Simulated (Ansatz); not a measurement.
# Hf2NO2 monolayer: relaxing the cell for a phonon run

Task: relax Hf2NO2 monolayer tightly.

Calculated with Ansatz 0.2.0; DFT PBEsol, scalar-relativistic, plane waves, PAW; PAW set soft_1.

### Step 1. Set-up

The cell holds 5 atoms: 1 N, 2 Hf and 2 O. Cell: a = 3.260 Å, b = 3.260 Å, c = 20.000 Å, α = 90.0°, β = 90.0°, γ = 120.0°. Vacuum lies along c.

Coordinates:

```cif
data_structure
_symmetry_space_group_name_H-M 'P 1'
_symmetry_Int_Tables_number 1
_cell_length_a 3.2600
_cell_length_b 3.2600
_cell_length_c 20.0000
_cell_angle_alpha 90.000
_cell_angle_beta 90.000
_cell_angle_gamma 120.000
_cell_volume 184.08
loop_
_atom_site_label
_atom_site_type_symbol
_atom_site_fract_x
_atom_site_fract_y
_atom_site_fract_z
_atom_site_occupancy
N1 N 0.00000 0.00000 0.50000 1
Hf2 Hf 0.33333 0.66667 0.56000 1
Hf3 Hf 0.66667 0.33333 0.44000 1
O4 O 0.66667 0.33333 0.61000 1
O5 O 0.33333 0.66667 0.39000 1
```

### Step 2. A coarse first look

A quick single point on a coarse mesh tells whether the cell has a gap and how far it is from rest, which sets the k mesh and smearing that follow.

The program solves this slab on a cell height of its own, 32.6 Å, in place of the one typed.

input.yaml reads:

```yaml
crystal:
  lattice:
    - [3.26, 0.0, 0.0]
    - [-1.63, 2.82324, 0.0]
    - [0.0, 0.0, 20.0]
  atoms:
    - { symbol: "N", position: [0.0, 0.0, 0.5] }
    - { symbol: Hf, position: [0.333333, 0.666667, 0.56] }
    - { symbol: Hf, position: [0.666667, 0.333333, 0.44] }
    - { symbol: O, position: [0.666667, 0.333333, 0.61] }
    - { symbol: O, position: [0.333333, 0.666667, 0.39] }
  periodic: [true, true, false]
kpoints:
  mp_grid: { grid: [6, 6, 1] }
hamiltonian:
  xc: pbesol
  pseudopotentials: { kind: paw, azcp: { folder: soft_1 }, xc_functional: pbe }
scf:
  occupations: { method: gaussian, width: 0.1 }
output:
  forces: true
  stress: true
  eigenvalues: true
```

Launch:

```sh
$ ansatz run input.yaml --threads 4 --pin off --max-ram 16384MiB --backend cpu --events-out ev --progress --plain --runs-dir out
```

Numbers of over 12 decimals in the logs are rounded to 6 here.

The log of the run:

```text
[...]
k-point 1: bands = [... 31 lower, -9.4200, -8.8493, -8.1477, -5.2185, -4.0840, -3.8446, -2.0470, -1.7293, ... 3 higher]
  k-point 2: bands = [... 31 lower, -9.1623, -9.1524, -8.6452, -5.7689, -2.9131, -2.7252, -2.0798, -1.1032, ... 3 higher]
  k-point 6: bands = [... 31 lower, -9.6974, -9.1270, -9.1270, -3.8081, -3.8081, -3.7715, -1.3508, -0.9012, ... 3 higher]
  ° read free of the cell's end (the report's vacuum.weakly_bound_levels)
[key lines of the parts left out:]
SCF converged after 11 iterations
Free energy (F): -32705.382325 eV
Fermi energy:    -5.170529 eV
P = ½ c Tr σ = -4.4031 N/m
```

It took 3.4 s on 4 threads of Arm Neoverse V1, shared host; peak memory 0.69 GiB.

This run has no spin polarisation although its electron count is odd.

This step gave:

```
gap on the k-mesh : 0 eV
area per atom     : 1.841 Å²
```

The coarse mesh shows no gap.

### Step 3. Rough relaxation

The start is far from rest, so a relaxation with loose tolerances brings it close first.

The program solves this slab on a cell height of its own, 32.6 Å, in place of the one typed.

Edit input.yaml of step 2 so:

```diff
@@ -13,3 +13,3 @@
 kpoints:
-  mp_grid: { grid: [6, 6, 1] }
+  mp_grid: { grid: [9, 9, 1] }
 hamiltonian:
@@ -23 +23,6 @@
   eigenvalues: true
+relax:
+  adjacent_minimum: "off"
+  f_tol: 0.05
+  max_steps: 80
+  cell: { stress_2d_tol: 0.02 }
```

The log of the run:

```text
[...]
Crystal: 5 atoms, lattice volume = 300.043 Å³
Basis set: ecut = 420 eV, 5977 PW (Γ), exchange–correlation on 48×48×450 points (8 copies of the dense FFT grid, shifted against one another)
Bands: 42, of which v1, the nominal top of the filled ones, is band 35 counted from 1 (34 counted from 0)
Symmetry: 12 space group operations
[...]
cell:  # Å, volume = 287.8214 Å³
    - [3.192916, 0, 0]
    - [-1.596458, 2.765146, 0]
    - [0, 0, 32.6]
  atoms:
    - { symbol: N, position: [0, 0, 0.306748] }
    - { symbol: Hf, position: [0.333333, 0.666667, 0.347398] }
    - { symbol: Hf, position: [0.666667, 0.333333, 0.266099] }
    - { symbol: O, position: [0.666667, 0.333333, 0.377628] }
    - { symbol: O, position: [0.333333, 0.666667, 0.235869] }
[key lines of the parts left out:]
SCF converged after 6 iterations
Free energy (F): -32705.834536 eV
Fermi energy:    -4.751597 eV
P = ½ c Tr σ = -0.0010 N/m
```

Run time: 34 s. Hardware: 4 threads; peak memory 0.75 GiB.

The steps of the relaxation:

```csv
step,energy less that of the first step (eV),largest force component (eV/Å),volume (Å³)
1,0.0000,3.2014,300.04
2,-0.2723,1.8068,291.75
3,-0.3903,0.3628,287.94
4,-0.3990,0.0971,289.97
5,-0.4028,0.0101,287.96
6,-0.4027,0.0001,288.06
7*,-0.3974,0.0018,288.06
8,-0.3975,0.0004,287.82
9*,-0.3974,0.0004,287.82
```

Relaxation steps marked * repeat the geometry before them on a plane-wave basis chosen anew for their cell, so energy and pressure can jump there.

The run keeps the 12 symmetry operations that it works with, so distortions that break them were not tested.

```csv
cell as run,before,after,change
a (Å),3.260,3.193,-2.1 %
b (Å),3.260,3.193,-2.1 %
```

The atoms that moved most (Å, along periodic axes as changes of fractional coordinates times the final cell, across vacuum about the mean position):

```csv
atom,dx,dy,dz,length
Hf2,0.000,0.000,0.125,0.125
Hf3,0.000,0.000,-0.125,0.125
O4,0.000,0.000,0.111,0.111
O5,0.000,0.000,-0.111,0.111
```

Final coordinates:

```xyz
5
Lattice="3.1929 0.0000 0.0000 -1.5965 2.7651 0.0000 0.0000 0.0000 32.6000" Properties=species:S:1:pos:R:3
N     0.0000    0.0000   10.0000
Hf    0.0000    1.8434   11.3252
Hf    1.5965    0.9217    8.6748
O     1.5965    0.9217   12.3107
O     0.0000    1.8434    7.6893
```

This step gave:

```
area per atom : 1.766 Å²
```

The relaxation ends with a largest force component of 3.7e-4 eV/Å.

### Step 4. Relaxation

Harmonic phonons are second derivatives at a point where the forces vanish, and they are wanted at zero stress, so atoms and cell are relaxed first.

input.yaml reads:

```yaml
crystal:
  lattice:
    - [3.1929155666, 0.0, 0.0]
    - [-1.5964577833, 2.7651459929, 0.0]
    - [0.0, 0.0, 32.6]
  atoms:
    - { symbol: "N", position: [0.0, 0.0, 0.3067484663] }
    - { symbol: Hf, position: [0.3333333333, 0.6666666667, 0.3473975783] }
    - { symbol: Hf, position: [0.6666666667, 0.3333333333, 0.2660993542] }
    - { symbol: O, position: [0.6666666667, 0.3333333333, 0.3776275569] }
    - { symbol: O, position: [0.3333333333, 0.6666666667, 0.2358693756] }
  periodic: [true, true, false]
kpoints:
  mp_grid: { grid: [12, 12, 1] }
hamiltonian:
  xc: pbesol
  pseudopotentials: { kind: paw, azcp: { folder: soft_1 }, xc_functional: pbe }
scf:
  occupations: { method: gaussian, width: 0.1 }
output:
  forces: true
  stress: true
  eigenvalues: true
  write_density: true
  write_potential: true
  elf: true
  volumetric_format: npy
relax:
  adjacent_minimum: "off"
  f_tol: 0.005
  max_steps: 80
  cell: { stress_2d_tol: 0.02 }
```

The log of the run:

```text
[...]
Crystal: 5 atoms, lattice volume = 287.821 Å³
Basis set: ecut = 420 eV, 5713 PW (Γ), exchange–correlation on 48×48×450 points (8 copies of the dense FFT grid, shifted against one another)
Bands: 42, of which v1, the nominal top of the filled ones, is band 35 counted from 1 (34 counted from 0)
Symmetry: 12 space group operations
[...]
k-points: 19 of 144
[...]
SCF iter   1: F=—  HF=-32710.880247 eV  |F-HF|=—  |Δ(HF+E_count)|=         —  Δρ=7.48e-2  dr2=1.86e1  ethr=3.10e-3  ⟨swp⟩=12.1  Hψ=4911  notcnv=0
[...]
SCF iter  10: F=-32705.820352 eV  HF=-32705.820352 eV  |F-HF|=1.66e-7  |Δ(HF+E_count)|=   4.37e-7  Δρ=2.87e-6  dr2=2.78e-8  ethr=1.45e-10  ⟨swp⟩=32.2  Hψ=13945  notcnv=0
SCF 1 converged in 10 iterations: F = -32705.820352 eV  dr2 = 2.78e-8
[...]
relax step   1: F+E_penalty+E_count = -32705.82035181 eV  Δ(F+E_penalty+E_count) = +0.000e0 eV  max|allowed force component| = 2.974e-2 eV/Å  Δτ_max = 0.0000 Å  P = +0.097 N/m  Ω = 287.821 Å³  fix = [c, alpha, beta]  reactions: c +0.000 N/m  (10 SCF iters, dr2 threshold 1.00e-7 eV, accepted)
Crystal: 5 atoms, lattice volume = 288.413 Å³
Basis set: ecut = 420 eV, 5737 PW (Γ), exchange–correlation on 48×48×450 points (8 copies of the dense FFT grid, shifted against one another)
[...]
SCF iter   6: F=-32705.820030 eV  HF=-32705.820030 eV  |F-HF|=3.47e-8  |Δ(HF+E_count)|=   6.71e-8  Δρ=1.67e-6  dr2=7.32e-9  ethr=8.01e-11  ⟨swp⟩=23.4  Hψ=11343  notcnv=0
SCF 2 converged in 6 iterations: F = -32705.820030 eV  dr2 = 7.32e-9
relax step   2: F+E_penalty+E_count = -32705.82002992 eV  Δ(F+E_penalty+E_count) = +3.219e-4 eV  max|allowed force component| = 1.383e-2 eV/Å  Δτ_max = 0.0062 Å  P = -0.086 N/m  Ω = 288.413 Å³  energy of the carried Pulay correction = -3.520e-4 eV  fix = [c, alpha, beta]  reactions: c -0.000 N/m  (6 SCF iters, dr2 threshold 5.53e-8 eV, accepted)
Crystal: 5 atoms, lattice volume = 288.258 Å³
[...]
SCF iter   6: F=-32705.820108 eV  HF=-32705.820108 eV  |F-HF|=4.81e-8  |Δ(HF+E_count)|=   1.40e-7  Δρ=9.84e-7  dr2=5.36e-9  ethr=1.73e-11  ⟨swp⟩=22.2  Hψ=10875  notcnv=0
SCF 3 converged in 6 iterations: F = -32705.820108 eV  dr2 = 5.36e-9
relax step   3: F+E_penalty+E_count = -32705.82010788 eV  Δ(F+E_penalty+E_count) = -7.796e-5 eV  max|allowed force component| = 4.627e-2 eV/Å  Δτ_max = 0.0043 Å  P = -0.110 N/m  Ω = 288.258 Å³  energy of the carried Pulay correction = -2.597e-4 eV  fix = [c, alpha, beta]  (6 SCF iters, dr2 threshold 1.20e-8 eV, rejected (line search))
[...]
relax step   4: F+E_penalty+E_count = -32705.82019567 eV  Δ(F+E_penalty+E_count) = -1.657e-4 eV  max|allowed force component| = 4.168e-3 eV/Å  Δτ_max = 0.0021 Å  P = -0.049 N/m  Ω = 288.258 Å³  energy of the carried Pulay correction = -2.600e-4 eV  fix = [c, alpha, beta]  reactions: c -0.000 N/m  (10 SCF iters, accepted)
[...]
relax step   5: F+E_penalty+E_count = -32705.82027319 eV  Δ(F+E_penalty+E_count) = -7.752e-5 eV  max|allowed force component| = 2.501e-4 eV/Å  Δτ_max = 0.0010 Å  P = -0.001 N/m  Ω = 288.145 Å³  energy of the carried Pulay correction = -1.925e-4 eV  fix = [c, alpha, beta]  reactions: c -0.000 N/m  (6 SCF iters, dr2 threshold 2.82e-9 eV, accepted)
[...]
SCF iter   6: F=-32705.820508 eV  HF=-32705.820508 eV  |F-HF|=4.04e-9  |Δ(HF+E_count)|=   7.91e-8  Δρ=2.93e-8  dr2=1.57e-12  ethr=1.00e-12  ⟨swp⟩=22.1  Hψ=10833  notcnv=0
SCF 6 converged in 6 iterations: F = -32705.820508 eV  dr2 = 1.57e-12
relax step   6: F+E_penalty+E_count = -32705.82050808 eV  Δ(F+E_penalty+E_count) = -2.349e-4 eV  max|allowed force component| = 2.754e-4 eV/Å  Δτ_max = 0.0000 Å  P = +0.003 N/m  Ω = 288.145 Å³  fix = [c, alpha, beta]  reactions: c +0.000 N/m  stress off target by 3.29e-3 N/m on what of the cell is left free  SCF on the basis re-selected at this cell (its energy is not comparable with the rows above)  (6 SCF iters)
basis re-selected at this cell: Δ(F+E_penalty+E_count) = -2.349e-4 eV, ΔP = +0.004 N/m vs the last step (what re-selecting the basis moved, of the pressure what is left beyond the Pulay correction that the steps carried, after the strain that the cell walked since its last selection, with what the two solves' SCF thresholds leave and, on support functions, any second-order correction that the steps lacked; it is no m [...]
WARN: The output density's exchange-correlation potential varies sharply where the density is thin. Do not read a vacuum level from v_tot or v_xc, or from such a field of the output density. On a cell that repeats whose density bears no net charge and no dipole along the vacuum's axis use v_es (v_loc + v_h of the components); under efield.dipole_correction with no amplitude use v_es + v_field, which holds any externa [...]
SCF converged after 6 iterations
Free energy (F): -32705.820508 eV
[...]
Internal energy: -32705.806179 eV  (E = F + TS)
E sigma→0 (E₀):  -32705.813344 eV
Entropy (-TS):   -0.014329 eV (-2.866 meV/atom)
Fermi energy:    -4.617900 eV
[...]
--- Forces (eV/Å), atoms counted from 1 ---
  atom   1  N      0.00000000     0.00000000     0.00000000
  atom   2  Hf    -0.00000000    -0.00000000    -0.00019694
  atom   3  Hf     0.00000000     0.00000000     0.00019694
  atom   4  O     -0.00000000    -0.00000000     0.00027538
  atom   5  O      0.00000000     0.00000000    -0.00027538
  max |Σ_I F_I| component: 1.85e-17 eV/Å
--- 2D stress c σ (N/m, compression-positive) ---
        0.003294       0.000000       0.000000
        0.000000       0.003294      -0.000000
        0.000000      -0.000000       0.000000
  P = ½ c Tr σ = 0.0033 N/m
--- Band table (eV; the first three rows and the last of 19) ---
  k-point 0: bands = [... 31 lower, -8.4268, -7.9439, -7.9439, -3.9870, -3.9870, -3.8481, -2.1466, -2.0493, ... 3 higher]
  k-point 1: bands = [... 31 lower, -8.4266, -8.2399, -8.1153, -4.1561, -3.7448, -3.6908, -2.1320, -1.9895, ... 3 higher]
  k-point 2: bands = [... 31 lower, -9.3133, -8.4710, -8.0941, -4.6036, -3.3185, -3.1958, -1.9067, -1.7291, ... 3 higher]
  k-point 18: bands = [... 31 lower, -9.7503, -9.1042, -9.1042, -3.4976, -2.9061, -2.9061, -1.6243, -0.9979, ... 3 higher]
  ° read free of the cell's end (the report's vacuum.weakly_bound_levels)
--- Relaxed structure (5 steps of the walk, 4 accepted, 1 SCFs on fresh bases) ---
[...]
cell:  # Å, volume = 288.1447 Å³
    - [3.194708, 0.0, 0]
    - [-1.597354, 2.766699, 0]
    - [0, 0, 32.6]
  atoms:
    - { symbol: N, position: [0, 0, 0.30674846626] }
    - { symbol: Hf, position: [0.333333, 0.666667, 0.347392] }
    - { symbol: Hf, position: [0.666667, 0.333333, 0.266105] }
    - { symbol: O, position: [0.666667, 0.333333, 0.377531] }
    - { symbol: O, position: [0.333333, 0.666667, 0.235966] }
```

Elapsed: 36 s, on 4 threads; peak memory 0.77 GiB.

Little changed from the start: no atom moved by 0.005 Å and no cell edge by 0.1 %.

Numbers from this step:

- area per atom: 1.768 Å²

Valence density in the ac plane at fractional y = 0.333, with atoms of Hf and O within 0.2 Å of it. It is the smooth field of the valence electrons, not physical close to the nuclei.

Values in e/Å³, 24 rows by 16 columns, each cell a mean:
```
 0  0  0  0  0  0  0  0  0  0  0  0  0  0  0  0
 0  0  0  0  0  0  0  0  0  0  0  0  0  0  0  0
 0  0  0  0  0  0  0  0  0  0  0  0  0  0  0  0
 0  0  0  0  0  0  0  0  0  0  0  0  0  0  0  0
 0  0  0  0  0  0  0  0  0  0  0  0  0  0  0  0
 0  0  0  0  0  0  0  0  0  0  0  0  0  0  0  0
 0  0  0  0  0  0  0  0  0  0  0  0  0  0  0  0
 0  0  0  0  0  0  0  0  0  0  0  0  0  0  0  0
 0  0  0  0  0  0  0  0  0  0  0  0  0  0  0  0
 0  0  0  0  0  0  0  0  0  0  0  0  0  0  0  0
 0  0  0  0  0  0  0  0  0  0  0  0  0  0  0  0
 0  0  0  0  0  0  0  0  0  0  0  0  0  0  0  0
 0  0  0  0  0  0  0  0  0  0  0  0  0  0  0  0
 0  0  0  0  0  0  0  0  0  0  0  0  0  0  0  0
 0  0  0  0  0  0  0  1  1  2  4  4  3  2  1  0
 0  0  1  1  1  0  0  0  1  1  2  2  1  1  1  0
 0  0  0  1  0  0  0  0  0  0  0  0  0  0  0  0
 0  0  0  0  0  0  1  2  5 14 25 27 18  8  2  1
 0  0  0  0  0  0  0  0  0  0  1  1  0  0  0  0
 0  0  0  0  0  0  0  0  0  0  0  0  0  0  0  0
 0  0  0  0  0  0  0  0  0  0  0  0  0  0  0  0
 0  0  0  0  0  0  0  0  0  0  0  0  0  0  0  0
 0  0  0  0  0  0  0  0  0  0  0  0  0  0  0  0
 0  0  0  0  0  0  0  0  0  0  0  0  0  0  0  0
```
Columns run along a (3.2 Å), rows up along c (32.6 Å). Atoms in or near the plane, at fractional coordinates: Hf at (0.67, 0.27), O at (0.67, 0.38).

ELF in the ac plane at fractional y = 0.333, with atoms of Hf and O within 0.2 Å of it. It is the smooth field of the valence electrons, not physical close to the nuclei.

Ten even steps from '_' (0.00) to '@' (0.82), each cell a mean:
```
________________________________
________________________________
________________________________
________________________________
________________________________
________________________________
________________________________
________________________________
________________________________
________________________________
________________________________
________________________________
________________________________
______________........::......__
==..____..--**%%@@%%%%##%%@@%%##
..::::--::::::--++********++==::
==++****++==--::::::::::::::::--
..::----::..::++%%@@@@@@@@@@**--
==++******==::....::::::::....::
________________________________
________________________________
________________________________
________________________________
________________________________
```
Columns run along a (3.2 Å), rows up along c (32.6 Å). Atoms in or near the plane, at fractional coordinates: Hf at (0.67, 0.27), O at (0.67, 0.38).

Electrostatic potential energy in the ac plane at fractional y = 0.333, with atoms of Hf and O within 0.2 Å of it. With pseudopotentials it is smooth inside the atoms' cores, unlike the true potential.

Ten even steps from '_' (-30 eV) to '@' (0 eV), each cell a mean:
```
@@@@@@@@@@@@@@@@@@@@@@@@@@@@@@@@
@@@@@@@@@@@@@@@@@@@@@@@@@@@@@@@@
@@@@@@@@@@@@@@@@@@@@@@@@@@@@@@@@
@@@@@@@@@@@@@@@@@@@@@@@@@@@@@@@@
@@@@@@@@@@@@@@@@@@@@@@@@@@@@@@@@
@@@@@@@@@@@@@@@@@@@@@@@@@@@@@@@@
@@@@@@@@@@@@@@@@@@@@@@@@@@@@@@@@
@@@@@@@@@@@@@@@@@@@@@@@@@@@@@@@@
@@@@@@@@@@@@@@@@@@@@@@@@@@@@@@@@
@@@@@@@@@@@@@@@@@@@@@@@@@@@@@@@@
@@@@@@@@@@@@@@@@@@@@@@@@@@@@@@@@
@@@@@@@@@@@@@@@@@@@@@@@@@@@@@@@@
@@@@@@@@@@@@@@@@@@@@@@@@@@@@@@@@
@@@@@@@@@@@@@@@@@@@@@@@@@@@@@@@@
%%%%%%%%%%%%@@%%++--------==##@@
++==------==++**++++++++++++****
################************####
++**######++--________________::
%%%%%%%%%%%%%%##****++++++**##%%
@@@@@@@@@@@@@@@@@@@@@@@@@@@@@@@@
@@@@@@@@@@@@@@@@@@@@@@@@@@@@@@@@
@@@@@@@@@@@@@@@@@@@@@@@@@@@@@@@@
@@@@@@@@@@@@@@@@@@@@@@@@@@@@@@@@
@@@@@@@@@@@@@@@@@@@@@@@@@@@@@@@@
```
Columns run along a (3.2 Å; values clipped at the 3rd and 97th percentile), rows up along c (32.6 Å). Atoms in or near the plane, at fractional coordinates: Hf at (0.67, 0.27), O at (0.67, 0.38).

(Part 1 of 2 ends here.)

[Logs are printed without paths, hosts, clocks, repeated set-up lines and the standing remarks that a program may print on its own settings, such as how far it seeks lower states.]

[Hosts, paths, dates, database ids (printed as entryN), source tags and the programs' standing remarks are cut or masked in the printed files.]
